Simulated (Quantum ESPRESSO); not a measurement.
# LaS (Fm-3m): phonons by linear response, part 3 of 3

How does LaS (Fm-3m) vibrate, and is this structure a minimum?

Quantum ESPRESSO 7.5; DFT LDA, scalar-relativistic, plane waves, GBRV ultrasoft pseudopotentials.

So far, highest frequency (cm⁻¹): step 7 (interpolated phonon bands) 276. The relaxed cell has a = 5.769 Å (conventional setting).

## (8) Sums over the zone

Sums over the zone need many more wavevectors than were solved, so the interpolation is sampled on a dense mesh.

matdyn.in

```
&input
   asr = 'simple'
   flfrc = 'x.fc'
   dos = .true.
   fldos = 'x.dos'
   nk1 = 14
   nk2 = 14
   nk3 = 14
   deltaE = 0.3
/
```

On the command line:

```
matdyn.x -in matdyn.in > matdyn.out
```

Output:

```text
[banner, memory and clock lines left out]
Program MATDYN v.7.5

 mass for atomic type   1 not given; uses mass from file x.fc
 mass for atomic type   2 not given; uses mass from file x.fc
     Message from routine matdyn:
     Z* not found in file x.fc, TO-LO splitting at q=0 will be absent!

Note: The following floating-point exceptions are signalling: IEEE_UNDERFLOW_FLAG
```

Elapsed: 9.9 s, on 1 thread of Arm Neoverse N1, shared host.

Numbers from this step:

- share of modes beyond 3i cm⁻¹ on the dense interpolated mesh: 0
- zero-point energy per atom: 33.53 meV
- heat capacity at 300 K: 23.18 J/(mol atoms K)
- vibrational entropy at 300 K: 32.69 J/(mol atoms K)

The phonon density of states has structure finer than the step of the table below, so its rows give means over 10 cm⁻¹, whole bins alone (the curve runs from 0 to 275 cm⁻¹). Peaks (cm⁻¹: height): total 117.0: 0.110, 255.6: 0.140, 261.0: 0.234; La 117.0: 0.108, 261.0: 0.0167; S 255.6: 0.135, 261.0: 0.218.

Tetrahedra. Table of phonon density of states by wavenumber; means over each step; values in 1/cm⁻¹/cell:

```
wavenumber (cm⁻¹)    total       La        S
               10   5.8e-5   4.6e-5   1.2e-5
               20   4.8e-4   3.9e-4   8.6e-5
               30  0.00148  0.00122   2.6e-4
               40  0.00326  0.00272   5.5e-4
               50  0.00557  0.00469   8.8e-4
               60  0.00926  0.00791  0.00135
               70   0.0152   0.0131  0.00203
               80   0.0257   0.0226  0.00312
               90   0.0501   0.0446  0.00551
              100   0.0562   0.0515  0.00472
              110   0.0667   0.0637  0.00302
              120   0.0658   0.0649   9.0e-4
              130   6.9e-5   6.8e-5   5.0e-7
              140        0        0        0
              150        0        0        0
              160        0        0        0
              170        0        0        0
              180        0        0        0
              190        0        0        0
              200        0        0        0
              210        0        0        0
              220        0        0        0
              230        0        0        0
              240        0        0        0
              250   0.0508  0.00134   0.0495
              260    0.142  0.00964    0.132
              270    0.102   0.0105   0.0911
```

Harmonic thermodynamic functions per atom, summed over the density of states scaled to three modes an atom; melting is ignored. Thermodynamic functions:

```
T (K)  F_vib (meV/atom)  S (J/mol-atom/K)  C_V (J/mol-atom/K)
    0             33.53                 0                   0
   50             33.03             3.393               7.075
  100             29.34             10.88               14.82
  200             11.08             23.63                21.3
  300            -18.35             32.69               23.18
  400             -55.9             39.47               23.92
  500            -99.69             44.85               24.28
  600            -148.6              49.3               24.48
  700            -201.7             53.08                24.6
  800            -258.4             56.37               24.68
  900            -318.4             59.28               24.74
 1000            -381.2             61.89               24.77
```

At 300 K the heat capacity has reached 93 % of the Dulong-Petit value.

## (9) Modes with the sum rule

A rigid shift of the crystal must cost nothing, but grids and finite bases break this; the acoustic sum rule is imposed before the matrix is diagonalised again.

dynmat.in

```
&input
   fildyn = 'x.dyn1'
   asr = 'simple'
   fileig = 'dynmat.eig'
/
```

On the command line:

```
dynmat.x -in dynmat.in > dynmat.out
```

Output:

```text
[banner, memory and clock lines left out]
Program DYNMAT v.7.5

     Reading Dynamical Matrix from file x.dyn1
     ...Force constants read
     ...epsilon and Z* not read (not found on file)
     A direction for q was not specified:TO-LO splitting will be absent

     Polarizability (A^3 units)
     multiply by 1.000000 for Clausius-Mossotti correction
         0.000000    0.000000    0.000000
         0.000000    0.000000    0.000000
         0.000000    0.000000    0.000000

     IR activities are in (D/A)^2/amu units

# mode   [cm-1]    [THz]      IR
    1     -0.00   -0.0000    0.0000
    2     -0.00   -0.0000    0.0000
    3      0.00    0.0000    0.0000
    4    275.89    8.2710    0.0000
    5    275.89    8.2710    0.0000
    6    275.89    8.2710    0.0000
```

It took 0.48 s on 1 thread.

This step gave:

| Property | Result |
| --- | --- |
| highest optical zone-centre mode (no LO-TO term) | 275.9 cm⁻¹ |
| lowest optical zone-centre mode | 275.9 cm⁻¹ |

Unit eigenvectors of the mass-weighted matrix after the sum rule; no LO-TO term. Modes at Γ, with each element's share of the kinetic energy:

```
mode  frequency (cm⁻¹)  symmetry  La %  S %
   1               0.0  acoustic    81   19
   2               0.0  acoustic    81   19
   3               0.0  acoustic    81   19
   4             275.9       T1u    19   81
   5             275.9       T1u    19   81
   6             275.9       T1u    19   81
```

Displacements in mode 5 (275.9 cm⁻¹), the largest set to 1:
```
La1 -0.13 -0.23  0.00
S2   0.58  1.00  0.00
```

The rule moves no optical mode by more than 0.1 cm⁻¹.

## (10) Sum rules set otherwise (asr no)

Without the rule the raw error of the acoustic modes shows.

dynmat.in

```
&input
   fildyn = 'x.dyn1'
   asr = 'no'
   fileig = 'dynmat.eig'
/
```

On the command line:

```
dynmat.x -in dynmat.in > dynmat.out
```

Output:

```text
[banner, memory and clock lines left out]
Program DYNMAT v.7.5

     Reading Dynamical Matrix from file x.dyn1
     ...Force constants read
     ...epsilon and Z* not read (not found on file)
     A direction for q was not specified:TO-LO splitting will be absent

     Polarizability (A^3 units)
     multiply by 1.000000 for Clausius-Mossotti correction
         0.000000    0.000000    0.000000
         0.000000    0.000000    0.000000
         0.000000    0.000000    0.000000

     IR activities are in (D/A)^2/amu units

# mode   [cm-1]    [THz]      IR
    1     -4.59   -0.1376    0.0000
    2     -4.59   -0.1376    0.0000
    3     -4.59   -0.1376    0.0000
    4    275.80    8.2682    0.0000
    5    275.80    8.2682    0.0000
    6    275.80    8.2682    0.0000
```

Elapsed: 0.48 s, on 1 thread.

Numbers from this step:

| Quantity | Value |
| --- | --- |
| highest optical zone-centre mode (no LO-TO term) | 275.8 cm⁻¹ |
| lowest optical zone-centre mode | 275.8 cm⁻¹ |

Zone-centre frequencies as printed; negative means imaginary. Modes:

```
mode  frequency (cm⁻¹)
   1             -4.59
   2             -4.59
   3             -4.59
   4             275.8
   5             275.8
   6             275.8
```

Against the first rule no mode moves by more than 4.6 cm⁻¹.

## (11) Sum rules set otherwise (asr crystal)

The rule can be imposed in more than one way; the choices should agree where the raw error is small.

dynmat.in

```
&input
   fildyn = 'x.dyn1'
   asr = 'crystal'
   fileig = 'dynmat.eig'
/
```

On the command line:

```
dynmat.x -in dynmat.in > dynmat.out
```

Output:

```text
[banner, memory and clock lines left out]
Program DYNMAT v.7.5

     Reading Dynamical Matrix from file x.dyn1
     ...Force constants read
     ...epsilon and Z* not read (not found on file)
     Acoustic Sum Rule: || Z*(ASR) - Z*(orig)|| =    0.000000E+00
     Acoustic Sum Rule: ||dyn(ASR) - dyn(orig)||=    2.375863E-04
     A direction for q was not specified:TO-LO splitting will be absent

     Polarizability (A^3 units)
     multiply by 1.000000 for Clausius-Mossotti correction
         0.000000    0.000000    0.000000
         0.000000    0.000000    0.000000
         0.000000    0.000000    0.000000

     IR activities are in (D/A)^2/amu units

# mode   [cm-1]    [THz]      IR
    1     -0.00   -0.0000    0.0000
    2     -0.00   -0.0000    0.0000
    3      0.00    0.0000    0.0000
    4    275.83    8.2691    0.0000
    5    275.83    8.2691    0.0000
    6    275.83    8.2691    0.0000
```

Wall time 0.48 s (1 thread).

Zone-centre frequencies as printed; negative means imaginary. Modes:

```
mode  frequency (cm⁻¹)
   1                 0
   2                 0
   3                 0
   4             275.8
   5             275.8
   6             275.8
```

Against the first rule no mode moves by more than 0.1 cm⁻¹.

## (12) The dispersion under another sum rule (asr no)

The sum rule corrects the force constants themselves, so it can shift branches at any wavevector, low ones most.

matdyn.in

```
&input
   asr = 'no'
   flfrc = 'x.fc'
   flfrq = 'x.freq'
   flvec = 'x.modes'
   q_in_band_form = .true.
   q_in_cryst_coord = .true.
/
8
  0.0000000   0.0000000   0.0000000   8  ! GAMMA
 -0.0000000   0.5000000   0.5000000   8  ! X
 -0.0000000   0.6250000   0.3750000   1  ! U
 -0.3750000   0.3750000  -0.0000000   8  ! K
  0.0000000   0.0000000   0.0000000   8  ! GAMMA
 -0.0000000   0.5000000   0.0000000   8  ! L
 -0.2500000   0.5000000   0.2500000   8  ! W
 -0.0000000   0.5000000   0.5000000   1  ! X
```

On the command line:

```
matdyn.x -in matdyn.in > matdyn.out
```

Output:

```text
[banner, memory and clock lines left out]
Program MATDYN v.7.5

 mass for atomic type   1 not given; uses mass from file x.fc
 mass for atomic type   2 not given; uses mass from file x.fc
     Message from routine matdyn:
     Z* not found in file x.fc, TO-LO splitting at q=0 will be absent!
     Message from routine matdyn:
     Z* not found in file x.fc, TO-LO splitting at q=0 will be absent!

Note: The following floating-point exceptions are signalling: IEEE_UNDERFLOW_FLAG
```

Elapsed: 0.49 s, on 1 thread.

Numbers from this step:

| Property | Result |
| --- | --- |
| lowest frequency on the path | -4.590 cm⁻¹ |

Matdyn.x, sum rule no. The phonon branches at the labelled points (cm⁻¹):

```
    point  branch 1  branch 2  branch 3  branch 4  branch 5  branch 6
        Γ        -5        -5        -5       276       276       276
  halfway        59        59       119       254       272       272
        X        87        87       104       259       259       259
  halfway        93        93       102       258       259       260
        U        97       107       107       254       258       264
jump to K        97       107       107       254       258       264
  halfway        61       105       105       258       265       274
        Γ        -5        -5        -5       276       276       276
  halfway        81        81        82       267       267       273
        L       114       116       116       257       257       271
  halfway       105       106       120       253       260       266
        W        94        94       124       248       264       264
  halfway        89       101       106       254       261       261
        X        87        87       104       259       259       259
```

The phonon branches as a text plot (rows in cm⁻¹):

```
    270 |*********         ******************************
    258 |    ***  ***************            ********************
    247 |       **         ***                         ******
    235 |
    223 |
    212 |
    200 |
    188 |
    176 |
    165 |
    153 |
    141 |
    130 |       **                                        *
    118 |     **  *        *****                ********** **
    106 |    *     ********     *              **   ****     ****
     95 |              *****                 **        ****** **
     83 |         *****     **   **         *                ****
     71 |  **   **            **
     60 |     **                *  **      *
     48 |    *                   **      **
     36 | ***                      ***
     25 |                            *  *
     13 | *                          *
      1 |*                            **
         Γ           X  U|K            Γ         L        W     X
```

At the labelled points the branches move by no more than 4.7 cm⁻¹.

## (13) A changed mass

Force constants don't depend on the masses, so an isotope effect costs no new response.

matdyn.in

```
&input
   asr = 'simple'
   flfrc = 'x.fc'
   flfrq = 'x.freq'
   flvec = 'x.modes'
   q_in_band_form = .true.
   q_in_cryst_coord = .true.
   amass(1) = 138.905
   amass(2) = 64.12
/
8
  0.0000000   0.0000000   0.0000000   8  ! GAMMA
 -0.0000000   0.5000000   0.5000000   8  ! X
 -0.0000000   0.6250000   0.3750000   1  ! U
 -0.3750000   0.3750000  -0.0000000   8  ! K
  0.0000000   0.0000000   0.0000000   8  ! GAMMA
 -0.0000000   0.5000000   0.0000000   8  ! L
 -0.2500000   0.5000000   0.2500000   8  ! W
 -0.0000000   0.5000000   0.5000000   1  ! X
```

On the command line:

```
matdyn.x -in matdyn.in > matdyn.out
```

Output:

```text
[banner, memory and clock lines left out]
Program MATDYN v.7.5

     Message from routine matdyn:
     Z* not found in file x.fc, TO-LO splitting at q=0 will be absent!
     Message from routine matdyn:
     Z* not found in file x.fc, TO-LO splitting at q=0 will be absent!

Note: The following floating-point exceptions are signalling: IEEE_UNDERFLOW_FLAG
```

The job ended after 0.48 s (1 thread).

Read from the output:

- lowest frequency on the path: 0 cm⁻¹

Matdyn.x, sum rule simple. The phonon branches at the labelled points (cm⁻¹):

```
    point  branch 1  branch 2  branch 3  branch 4  branch 5  branch 6
        Γ         0         0         0       213       213       213
  halfway        55        55       118       182       207       207
        X        81        81        98       195       198       198
  halfway        87        88        96       195       196       196
        U        91       102       103       188       191       198
jump to K        91       102       103       188       191       198
  halfway        57       101       102       188       193       208
        Γ         0         0         0       213       213       213
  halfway        76        76        78       200       200       204
        L       114       116       116       182       182       192
  halfway       101       102       120       180       191       194
        W        88        88       124       175       198       198
  halfway        83        95       101       189       197       198
        X        81        81        98       195       198       198
```

The phonon branches as a text plot (rows in cm⁻¹):

```
    208 |*********            **************
    199 |  **     ************   **         ****       **********
    190 |    *     **   ****  ***            ***********     **
    182 |     *****        *****                ********    *
    173 |                                               ****
    164 |
    155 |
    146 |
    137 |
    128 |                                                 *
    120 |     ****          ****                 ********* **
    111 |         *        *                    ******
    102 |          ***   **     *              *     **      *
     93 |    *        *****                  **        *** ******
     84 |            ***   *     **                       *******
     75 |         ***       **              *
     66 |  **   **            **
     58 |     **                *  **      *
     49 |                        **
     40 |    *                           **
     31 | ***                      ***
     22 |                               *
     13 | *                          *
      4 |*                            **
         Γ           X  U|K            Γ         L        W     X
```

The top of the path falls from 276 to 213 cm⁻¹, a ratio of 0.77; a mode of that atom alone would give 0.71.

## (14) Displaced cells

Forces on all atoms of a supercell with one atom moved give a row of the force constants; symmetry keeps the number of cells small.

phonopy's generate_displacements, with the cell and distance of the script printed below, gave the displaced supercells; each was written as a pw.x input.

disp-001.in

```
&control
   calculation = 'scf'
   prefix = 'x'
   outdir = './tmp'
   pseudo_dir = './pseudo'
   tprnfor = .true.
/
&system
   ibrav = 0
   nat = 16
   ntyp = 2
   ecutwfc = 40.0
   ecutrho = 240.0
   occupations = 'smearing'
   smearing = 'mv'
   degauss = 0.02
/
&electrons
   conv_thr = 1.0d-10
   mixing_beta = 0.7
   electron_maxstep = 100
/
ATOMIC_SPECIES
 La    138.9055  La.upf
 S      32.0600  S.upf
CELL_PARAMETERS angstrom
    -5.768816899    0.000000000    5.768816899
     0.000000000    5.768816899    5.768816899
    -5.768816899    5.768816899    0.000000000
ATOMIC_POSITIONS crystal
 La     0.001225740   0.000000000   0.000000000
 La     0.500000000   0.000000000   0.000000000
 La     0.000000000   0.500000000   0.000000000
 La     0.500000000   0.500000000   0.000000000
 La     0.000000000   0.000000000   0.500000000
 La     0.500000000   0.000000000   0.500000000
 La     0.000000000   0.500000000   0.500000000
 La     0.500000000   0.500000000   0.500000000
 S      0.250000000   0.250000000   0.250000000
 S      0.750000000   0.250000000   0.250000000
 S      0.250000000   0.750000000   0.250000000
 S      0.750000000   0.750000000   0.250000000
 S      0.250000000   0.250000000   0.750000000
 S      0.750000000   0.250000000   0.750000000
 S      0.250000000   0.750000000   0.750000000
 S      0.750000000   0.750000000   0.750000000
K_POINTS automatic
 6 6 6 0 0 0
```

On the command line:

```
OMP_NUM_THREADS=1 pw.x -in disp-001.in > disp-001.out
```

Output:

```text
[banners, grids, parts of the stress and lines that vanish by symmetry left out]
[banner, memory and clock lines left out]
Program PWSCF v.7.5

[...]
kinetic-energy cutoff     =      40.0000  Ry
     charge density cutoff     =     240.0000  Ry
     scf convergence threshold =      1.0E-10
[...]
Exchange-correlation=  SLA  PZ   NOGX NOGC
                           (   1   1   0   0   0   0   0)
[...]
4 Sym. Ops. (no inversion) found
[...]
number of k points=    46  Marzari-Vanderbilt smearing, width (Ry)=  0.0200
[...]
c_bands:  1 eigenvalues not converged
     c_bands:  3 eigenvalues not converged
     c_bands:  1 eigenvalues not converged
     c_bands:  4 eigenvalues not converged
[...]
c_bands:  2 eigenvalues not converged
     c_bands:  1 eigenvalues not converged
[...]
estimated scf accuracy    <       0.00001858 Ry

     iteration # 13     ecut=    40.00 Ry     beta= 0.70

[key lines of the parts left out:]
total energy              =   -1013.09531302 Ry
```

The job ended after 76 min (1 thread).

The estimated accuracy by cycle runs 5e+00, 3e+00, 6e-02, ..., 1e-04, 4e-04, 3e-04 eV.

The run was cut off at its time limit.

## (15) Displaced cells

disp-002.in, as its differences from disp-001.in of step 14:

```diff
@@ -30,3 +30,3 @@
 ATOMIC_POSITIONS crystal
- La     0.001225740   0.000000000   0.000000000
+ La     0.000000000   0.000000000   0.000000000
  La     0.500000000   0.000000000   0.000000000
@@ -38,3 +38,3 @@
  La     0.500000000   0.500000000   0.500000000
- S      0.250000000   0.250000000   0.250000000
+ S      0.251225740   0.250000000   0.250000000
  S      0.750000000   0.250000000   0.250000000
```

On the command line:

```
OMP_NUM_THREADS=1 pw.x -in disp-002.in > disp-002.out
```

Output:

```text
[banners, grids, parts of the stress and lines that vanish by symmetry left out]
[banner, memory and clock lines left out]
Program PWSCF v.7.5

[...]
kinetic-energy cutoff     =      40.0000  Ry
     charge density cutoff     =     240.0000  Ry
     scf convergence threshold =      1.0E-10
[...]
Exchange-correlation=  SLA  PZ   NOGX NOGC
                           (   1   1   0   0   0   0   0)
[...]
4 Sym. Ops. (no inversion) found ( 2 have fractional translation)
[...]
number of k points=    46  Marzari-Vanderbilt smearing, width (Ry)=  0.0200
[...]
c_bands:  4 eigenvalues not converged
     c_bands:  4 eigenvalues not converged
     c_bands:  1 eigenvalues not converged
     c_bands:  4 eigenvalues not converged
[...]
c_bands:  1 eigenvalues not converged
     c_bands:  1 eigenvalues not converged
[...]
estimated scf accuracy    <       0.00000001 Ry

     iteration # 13     ecut=    40.00 Ry     beta= 0.70

[key lines of the parts left out:]
total energy              =   -1013.09531787 Ry
```

Elapsed: 76 min, on 1 thread.

The estimated accuracy by cycle runs 5e+00, 3e+00, 6e-02, ..., 7e-05, 5e-05, 1e-07 eV.

The run was cut off at its time limit.

## (16) Results

- space group after relaxation: Fm-3m
- volume per atom: 24.0 Å³
- highest optical zone-centre mode (no LO-TO term): 275.9 cm⁻¹
- q mesh: 2×2×2
- lowest mode on the q mesh (acoustic ones at the zone centre apart): 87.1 cm⁻¹
- zero-point energy per atom: 33.5 meV
- heat capacity at 300 K: 23.2 J/(mol atoms K)
- vibrational entropy at 300 K: 32.7 J/(mol atoms K)
- imaginary modes on the q mesh: none

In words: LaS (Fm-3m) is dynamically stable on the 2×2×2 mesh; its spectrum reaches 276 cm⁻¹. At the LDA level the optical modes of LaS (Fm-3m) at the zone centre lie at 276 cm⁻¹. These are harmonic frequencies at zero temperature: anharmonic shifts and linewidths and thermal expansion are left out. Spin-orbit coupling is left out, which can matter for the heavy elements here. In a metal the frequencies hang on the k mesh and the smearing, most of all near Kohn anomalies. The runs are without spin polarisation, although the cell has an odd electron count or an open d or f shell, so a magnetic state was not tested. The q mesh stands for a supercell only 8.2 Å across, so branches between the solved wavevectors are rough.

[Host names and launcher messages were left out of these logs when they were recorded.]

[Logs are printed without paths, hosts, clocks, repeated set-up lines and the standing remarks that a program may print on its own settings, such as how far it seeks lower states.]

[Hosts, paths, dates, database ids (printed as entryN), source tags and the programs' standing remarks are cut or masked in the printed files.]
